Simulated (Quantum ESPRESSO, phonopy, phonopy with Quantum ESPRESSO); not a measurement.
# Grüneisen parameters and expansion of CdF2 (Fm-3m), part 2 of 3

Aim: how the vibrations of CdF2 shift with volume, and the expansion that follows.

Quantum ESPRESSO 7.5; DFT LDA, scalar-relativistic, plane waves, GBRV ultrasoft pseudopotentials.

So far. Step 13 (Self-consistent run, V/V0 0.985): The run ends at a pressure of 2.07 GPa. Step 14 (Zone-centre response): The Born charges sum to zero within 9.5e-4 e; the rest is removed before use. Acoustic frequencies in this log differ from zero by the error of the sum rule, which ph.x does not impose.

### 16. Phonons, V/V0 0.985

This step: DFT LDA, scalar-relativistic, plane waves, GBRV ultrasoft pseudopotentials (phonopy with Quantum ESPRESSO 4.10.0 / 7.5).

Run time: 5 min. Hardware: 8 threads of Arm Neoverse N1, shared host; 34 min of CPU time.

Phonopy, LO-TO term from ph.x's tensors. The phonon branches at the labelled points (cm⁻¹):

| point | branch 1 | branch 2 | branch 3 | branch 4 | branch 5 | branch 6 | branch 7 | branch 8 | branch 9 |
| --- | --- | --- | --- | --- | --- | --- | --- | --- | --- |
| Γ | 0 | 0 | 0 | 250 | 250 | 328 | 328 | 328 | 399 |
| halfway | 70 | 70 | 150 | 216 | 216 | 255 | 358 | 358 | 410 |
| X | 113 | 113 | 134 | 170 | 170 | 204 | 376 | 376 | 422 |
| halfway | 112 | 124 | 135 | 180 | 180 | 207 | 372 | 374 | 419 |
| U | 109 | 144 | 147 | 171 | 205 | 237 | 358 | 369 | 411 |
| jump to K | 109 | 144 | 147 | 171 | 205 | 237 | 358 | 369 | 411 |
| halfway | 78 | 83 | 149 | 210 | 288 | 292 | 321 | 345 | 390 |
| Γ | 0 | 0 | 0 | 250 | 250 | 328 | 328 | 328 | 399 |
| halfway | 64 | 64 | 132 | 258 | 258 | 322 | 323 | 323 | 385 |
| L | 89 | 89 | 193 | 276 | 276 | 311 | 311 | 315 | 370 |
| halfway | 102 | 126 | 180 | 192 | 228 | 306 | 306 | 368 | 394 |
| W | 124 | 131 | 158 | 158 | 184 | 300 | 300 | 391 | 407 |
| halfway | 119 | 127 | 132 | 177 | 183 | 225 | 357 | 382 | 416 |
| X | 113 | 113 | 134 | 170 | 170 | 204 | 376 | 376 | 422 |

No mode is imaginary beyond numerical noise along the path. The highest zone-centre mode (no LO–TO term) moved by +2.8 % for a volume change of -1.5 %.

The time given is that of the 2 pw.x runs on displaced cells behind this step.

### 17. Self-consistent run, V/V0 1.03

This step: DFT LDA, scalar-relativistic, plane waves, GBRV ultrasoft pseudopotentials (Quantum ESPRESSO 7.5).

System of this step: CdF2. It takes space group Fm-3m (No. 225, cubic). The conventional cell has a = 5.360 Å, b = 5.360 Å, c = 5.360 Å, α = 90.00°, β = 90.00°, γ = 90.00°. Nearest to Cd lie 8 F at 2.32 Å. Nearest to F lie 4 Cd at 2.32 Å. Farther neighbours and most contacts between anions are not listed.

Input file scf.in:

```
&CONTROL
  calculation = 'scf'
  prefix      = 'x'
  outdir      = './tmp'
  pseudo_dir  = './pseudo'
  tprnfor     = .true.
  tstress     = .true.
/
&SYSTEM
  ibrav       = 0
  nat         = 3
  ntyp        = 2
  ecutwfc     = 45.0
  ecutrho     = 270.0
  occupations = 'fixed'
  nbnd        = 15
/
&ELECTRONS
  conv_thr         = 1.0d-12
  mixing_beta      = 0.7
  electron_maxstep = 100
/
ATOMIC_SPECIES
 Cd    112.4140  Cd.upf
 F      18.9984  F.upf
CELL_PARAMETERS angstrom
     0.000000000    2.679997848    2.679997848
     2.679997848    0.000000000    2.679997848
     2.679997848    2.679997848    0.000000000
ATOMIC_POSITIONS crystal
 Cd     0.000000000   0.000000000   0.000000000
 F      0.250000000   0.250000000   0.250000000
 F      0.750000000   0.750000000   0.750000000
K_POINTS automatic
 8 8 8 0 0 0
```

On the command line:

```sh
$ OMP_NUM_THREADS=1 mpirun -n 8 pw.x -nk 8 -in scf.in > scf.out
```

The job ended after 4.2 s (8 MPI ranks).

The run ends at a pressure of -3.42 GPa.

### 18. Zone-centre response

Input file ph.in:

```
phonons
&INPUTPH
  prefix = 'x'
  outdir = './tmp'
  fildyn = 'x.dyn'
  tr2_ph = 1.0d-18
  epsil  = .true.
/
0.000000000 0.000000000 0.000000000
```

scf.in is that of step 17.

On the command line:

```sh
$ OMP_NUM_THREADS=1 mpirun -n 8 ph.x -nk 8 -in ph.in > ph.out
```

The job ended after 82 s (8 MPI ranks).

ε∞:

```
2.93 0.00 0.00
0.00 2.93 0.00
0.00 0.00 2.93
```

The Born charges sum to zero within 0.0010 e; the rest is removed before use. Acoustic frequencies in this log differ from zero by the error of the sum rule, which ph.x does not impose.

### 19. A displaced supercell

System of this step: CdF2. It takes space group Imm2 (No. 44, orthorhombic). Conventional cell: a = 7.580 Å, b = 10.720 Å, c = 7.580 Å, α = 90.00°, β = 90.00°, γ = 90.00°. Cd has 8 F at 2.30 to 2.34 Å nearest. Nearest to Cd lie 8 F at 2.32 Å. Nearest to F lie 4 Cd at 2.30 to 2.32 Å. Farther neighbours and most contacts between anions are not listed.

Input file disp-00001.in:

```
&CONTROL
  calculation = 'scf'
  prefix      = 'x'
  outdir      = './tmp'
  pseudo_dir  = './pseudo'
  tprnfor     = .true.
  disk_io     = 'none'
/
&SYSTEM
  ibrav       = 0
  nat         = 24
  ntyp        = 2
  ecutwfc     = 45.0
  ecutrho     = 270.0
  occupations = 'fixed'
  nbnd        = 106
/
&ELECTRONS
  conv_thr         = 1.0d-11
  mixing_beta      = 0.7
  electron_maxstep = 100
/
ATOMIC_SPECIES
 Cd    112.4140  Cd.upf
 F      18.9984  F.upf
CELL_PARAMETERS angstrom
     0.000000000    5.359995696    5.359995696
     5.359995696    0.000000000    5.359995696
     5.359995696    5.359995696    0.000000000
ATOMIC_POSITIONS crystal
 Cd     0.002638460   0.000000000   0.000000000
 Cd     0.500000000   0.000000000   0.000000000
 Cd     0.000000000   0.500000000   0.000000000
 Cd     0.500000000   0.500000000   0.000000000
 Cd     0.000000000   0.000000000   0.500000000
 Cd     0.500000000   0.000000000   0.500000000
 Cd     0.000000000   0.500000000   0.500000000
 Cd     0.500000000   0.500000000   0.500000000
 F      0.125000000   0.125000000   0.125000000
 F      0.625000000   0.125000000   0.125000000
 F      0.125000000   0.625000000   0.125000000
 F      0.625000000   0.625000000   0.125000000
 F      0.125000000   0.125000000   0.625000000
 F      0.625000000   0.125000000   0.625000000
 F      0.125000000   0.625000000   0.625000000
 F      0.625000000   0.625000000   0.625000000
 F      0.375000000   0.375000000   0.375000000
 F      0.875000000   0.375000000   0.375000000
 F      0.375000000   0.875000000   0.375000000
 F      0.875000000   0.875000000   0.375000000
 F      0.375000000   0.375000000   0.875000000
 F      0.875000000   0.375000000   0.875000000
 F      0.375000000   0.875000000   0.875000000
 F      0.875000000   0.875000000   0.875000000
K_POINTS automatic
 3 3 3 0 0 0
```

On the command line:

```sh
$ OMP_NUM_THREADS=1 mpirun -n 4 pw.x -nk 4 -in disp-00001.in > disp-00001.out
```

Wall time 3.7 min (4 MPI ranks).

### 20. Phonons, V/V0 1.03

This step: DFT LDA, scalar-relativistic, plane waves, GBRV ultrasoft pseudopotentials (phonopy with Quantum ESPRESSO 4.10.0 / 7.5).

Elapsed: 5.5 min, on 8 threads; 37 min of CPU time.

No mode is imaginary beyond numerical noise along the path. The highest zone-centre mode (no LO–TO term) moved by -5.4 % for a volume change of +3.0 %.

The time given is that of the 2 pw.x runs on displaced cells behind this step.

### 21. Ground state at this cell, V/V0 0.97

This step: DFT LDA, scalar-relativistic, plane waves, GBRV ultrasoft pseudopotentials (Quantum ESPRESSO 7.5).

System of this step: CdF2. It takes space group Fm-3m (No. 225, cubic). Conventional cell: a = 5.254 Å, b = 5.254 Å, c = 5.254 Å, α = 90.00°, β = 90.00°, γ = 90.00°. Nearest to Cd lie 8 F at 2.27 Å. F has 4 Cd at 2.27 Å nearest. Farther neighbours and most contacts between anions are not listed.

Edit scf.in of step 18 so:

```diff
@@ -26,5 +26,5 @@
 CELL_PARAMETERS angstrom
-     0.000000000    2.679997848    2.679997848
-     2.679997848    0.000000000    2.679997848
-     2.679997848    2.679997848    0.000000000
+     0.000000000    2.626914565    2.626914565
+     2.626914565    0.000000000    2.626914565
+     2.626914565    2.626914565    0.000000000
 ATOMIC_POSITIONS crystal
```

On the command line:

```sh
$ OMP_NUM_THREADS=1 mpirun -n 8 pw.x -nk 8 -in scf.in > scf.out
```

Wall time 4.6 s (8 MPI ranks).

The run ends at a pressure of 4.25 GPa.

### 22. Born charges and dielectric tensor

ph.in is that of step 18.

scf.in is that of step 21.

On the command line:

```sh
$ OMP_NUM_THREADS=1 mpirun -n 8 ph.x -nk 8 -in ph.in > ph.out
```

Elapsed: 96 s, on 8 MPI ranks.

ε∞:

```
2.92 0.00 0.00
0.00 2.92 0.00
0.00 0.00 2.92
```

The Born charges sum to zero within 8.8e-4 e; the rest is removed before use. Acoustic frequencies in this log differ from zero by the error of the sum rule, which ph.x does not impose.

### 23. Forces on a displaced cell

System of this step: CdF2. The structure is orthorhombic, space group Imm2 (No. 44). The conventional cell has a = 7.430 Å, b = 10.508 Å, c = 7.430 Å, α = 90.00°, β = 90.00°, γ = 90.00°. Nearest to Cd lie 8 F at 2.26 to 2.29 Å. Nearest to Cd lie 8 F at 2.27 Å. Cd has 8 F at 2.27 Å nearest. Nearest to F lie 4 Cd at 2.26 to 2.27 Å. Farther neighbours and most contacts between anions are not listed.

Edit disp-00001.in of step 19 so:

```diff
@@ -26,7 +26,7 @@
 CELL_PARAMETERS angstrom
-     0.000000000    5.359995696    5.359995696
-     5.359995696    0.000000000    5.359995696
-     5.359995696    5.359995696    0.000000000
+     0.000000000    5.253829130    5.253829130
+     5.253829130    0.000000000    5.253829130
+     5.253829130    5.253829130    0.000000000
 ATOMIC_POSITIONS crystal
- Cd     0.002638460   0.000000000   0.000000000
+ Cd     0.002691777   0.000000000   0.000000000
  Cd     0.500000000   0.000000000   0.000000000
```

On the command line:

```sh
$ OMP_NUM_THREADS=1 mpirun -n 4 pw.x -nk 4 -in disp-00001.in > disp-00001.out
```

The job ended after 3.3 min (4 MPI ranks; 13 min of CPU time).

### 24. Lattice dynamics at this volume, V/V0 0.97

This step: DFT LDA, scalar-relativistic, plane waves, GBRV ultrasoft pseudopotentials (phonopy with Quantum ESPRESSO 4.10.0 / 7.5).

Run time: 5.3 min. Hardware: 8 threads; 35 min of CPU time.

No mode is imaginary beyond numerical noise along the path. The highest zone-centre mode (no LO–TO term) moved by +5.8 % for a volume change of -3.0 %.

The time given is that of the 2 pw.x runs on displaced cells behind this step.

### 25. Self-consistent run, V/V0 1.045

This step: DFT LDA, scalar-relativistic, plane waves, GBRV ultrasoft pseudopotentials (Quantum ESPRESSO 7.5).

System of this step: CdF2. Symmetry: Fm-3m, No. 225, cubic system. The conventional cell has a = 5.386 Å, b = 5.386 Å, c = 5.386 Å, α = 90.00°, β = 90.00°, γ = 90.00°. Nearest to Cd lie 8 F at 2.33 Å. Nearest to F lie 4 Cd at 2.33 Å. Farther neighbours and most contacts between anions are not listed.

Edit scf.in of step 22 so:

```diff
@@ -26,5 +26,5 @@
 CELL_PARAMETERS angstrom
-     0.000000000    2.626914565    2.626914565
-     2.626914565    0.000000000    2.626914565
-     2.626914565    2.626914565    0.000000000
+     0.000000000    2.692944898    2.692944898
+     2.692944898    0.000000000    2.692944898
+     2.692944898    2.692944898    0.000000000
 ATOMIC_POSITIONS crystal
```

On the command line:

```sh
$ OMP_NUM_THREADS=1 mpirun -n 8 pw.x -nk 8 -in scf.in > scf.out
```

Run time: 4 s. Hardware: 8 MPI ranks.

The run ends at a pressure of -4.96 GPa.

### 26. Born charges and dielectric tensor

ph.in is that of step 22.

scf.in is that of step 25.

On the command line:

```sh
$ OMP_NUM_THREADS=1 mpirun -n 8 ph.x -nk 8 -in ph.in > ph.out
```

Wall time 82 s (8 MPI ranks); 11 min of CPU time.

The Born charges sum to zero within 0.0011 e; the rest is removed before use. Acoustic frequencies in this log differ from zero by the error of the sum rule, which ph.x does not impose.

### 27. A displaced supercell

System of this step: CdF2. Symmetry: Imm2, No. 44, orthorhombic system. Conventional cell: a = 7.617 Å, b = 10.772 Å, c = 7.617 Å, α = 90.00°, β = 90.00°, γ = 90.00°. Nearest to Cd lie 8 F at 2.32 to 2.35 Å. Nearest to Cd lie 8 F at 2.33 Å. Cd has 8 F at 2.33 Å nearest. Nearest to F lie 4 Cd at 2.32 to 2.33 Å. Farther neighbours and most contacts between anions are not listed.

Edit disp-00001.in of step 23 so:

```diff
@@ -26,7 +26,7 @@
 CELL_PARAMETERS angstrom
-     0.000000000    5.253829130    5.253829130
-     5.253829130    0.000000000    5.253829130
-     5.253829130    5.253829130    0.000000000
+     0.000000000    5.385889797    5.385889797
+     5.385889797    0.000000000    5.385889797
+     5.385889797    5.385889797    0.000000000
 ATOMIC_POSITIONS crystal
- Cd     0.002691777   0.000000000   0.000000000
+ Cd     0.002625775   0.000000000   0.000000000
  Cd     0.500000000   0.000000000   0.000000000
```

On the command line:

```sh
$ OMP_NUM_THREADS=1 mpirun -n 4 pw.x -nk 4 -in disp-00001.in > disp-00001.out
```

Elapsed: 3.5 min, on 4 MPI ranks; 14 min of CPU time.

### 28. Phonons, V/V0 1.045

This step: DFT LDA, scalar-relativistic, plane waves, GBRV ultrasoft pseudopotentials (phonopy with Quantum ESPRESSO 4.10.0 / 7.5).

It took 5.3 min on 8 threads; 35 min of CPU time.

No mode is imaginary beyond numerical noise along the path. The highest zone-centre mode (no LO–TO term) moved by -8.1 % for a volume change of +4.5 %.

The time given is that of the 2 pw.x runs on displaced cells behind this step.

### 29. Ground state at this cell, V/V0 1.06

This step: DFT LDA, scalar-relativistic, plane waves, GBRV ultrasoft pseudopotentials (Quantum ESPRESSO 7.5).

System of this step: CdF2. It takes space group Fm-3m (No. 225, cubic). Conventional cell: a = 5.412 Å, b = 5.412 Å, c = 5.412 Å, α = 90.00°, β = 90.00°, γ = 90.00°. Nearest to Cd lie 8 F at 2.34 Å. F has 4 Cd at 2.34 Å nearest. Farther neighbours and most contacts between anions are not listed.

Edit scf.in of step 26 so:

```diff
@@ -26,5 +26,5 @@
 CELL_PARAMETERS angstrom
-     0.000000000    2.692944898    2.692944898
-     2.692944898    0.000000000    2.692944898
-     2.692944898    2.692944898    0.000000000
+     0.000000000    2.705768639    2.705768639
+     2.705768639    0.000000000    2.705768639
+     2.705768639    2.705768639    0.000000000
 ATOMIC_POSITIONS crystal
```

On the command line:

```sh
$ OMP_NUM_THREADS=1 mpirun -n 8 pw.x -nk 8 -in scf.in > scf.out
```

It took 4.1 s on 8 MPI ranks.

The run ends at a pressure of -6.36 GPa.

### 30. Zone-centre response

ph.in is that of step 26.

scf.in is that of step 29.

On the command line:

```sh
$ OMP_NUM_THREADS=1 mpirun -n 8 ph.x -nk 8 -in ph.in > ph.out
```

Wall time 80 s (8 MPI ranks).

ε∞:

```
2.94 0.00 0.00
0.00 2.94 0.00
0.00 0.00 2.94
```

The Born charges sum to zero within 0.0011 e; the rest is removed before use. Acoustic frequencies in this log differ from zero by the error of the sum rule, which ph.x does not impose.

### 31. A displaced supercell

System of this step: CdF2. Symmetry: Imm2, No. 44, orthorhombic system. Conventional cell: a = 7.653 Å, b = 10.823 Å, c = 7.653 Å, α = 90.00°, β = 90.00°, γ = 90.00°. Nearest to Cd lie 8 F at 2.33 to 2.36 Å. Cd has 8 F at 2.34 Å nearest. Nearest to Cd lie 8 F at 2.34 Å. F has 4 Cd at 2.33 to 2.34 Å nearest. Farther neighbours and most contacts between anions are not listed.

Edit disp-00001.in of step 27 so:

```diff
@@ -26,7 +26,7 @@
 CELL_PARAMETERS angstrom
-     0.000000000    5.385889797    5.385889797
-     5.385889797    0.000000000    5.385889797
-     5.385889797    5.385889797    0.000000000
+     0.000000000    5.411537278    5.411537278
+     5.411537278    0.000000000    5.411537278
+     5.411537278    5.411537278    0.000000000
 ATOMIC_POSITIONS crystal
- Cd     0.002625775   0.000000000   0.000000000
+ Cd     0.002613331   0.000000000   0.000000000
  Cd     0.500000000   0.000000000   0.000000000
```

On the command line:

```sh
$ OMP_NUM_THREADS=1 mpirun -n 4 pw.x -nk 4 -in disp-00001.in > disp-00001.out
```

Wall time 3.5 min (4 MPI ranks).

### 32. Lattice dynamics at this volume, V/V0 1.06

This step: DFT LDA, scalar-relativistic, plane waves, GBRV ultrasoft pseudopotentials (phonopy with Quantum ESPRESSO 4.10.0 / 7.5).

Wall time 5.5 min (8 threads); 36 min of CPU time.

No mode is imaginary beyond numerical noise along the path. The highest zone-centre mode (no LO–TO term) moved by -10.6 % for a volume change of +6.0 %.

The time given is that of the 2 pw.x runs on displaced cells behind this step.

### 33. Mode Grüneisen parameters

This step: DFT LDA, scalar-relativistic, plane waves, GBRV ultrasoft pseudopotentials (phonopy 4.10.0).

Numbers from this step:

| Item | Value |
| --- | --- |
| share of modes with a negative Grüneisen parameter | 0 |

Mean Grüneisen, by row:

| T (K) | heat-capacity-weighted mean | root mean square |
| --- | --- | --- |
| 50 | 1.656 | 1.997 |
| 100 | 1.967 | 2.235 |
| 200 | 2.016 | 2.225 |
| 300 | 2.015 | 2.211 |
| 500 | 2.012 | 2.201 |
| 800 | 2.011 | 2.197 |

(Part 2 of 3 ends here.)

[Logs are printed without paths, hosts, clocks, repeated set-up lines and the standing remarks that a program may print on its own settings, such as how far it seeks lower states.]

[Hosts, paths, dates, database ids (printed as entryN), source tags and the programs' standing remarks are cut or masked in the printed files.]

[A step with changed settings may run another functional than the one named; its input shows which.]

[Of the runs on displaced cells, only some may be shown.]
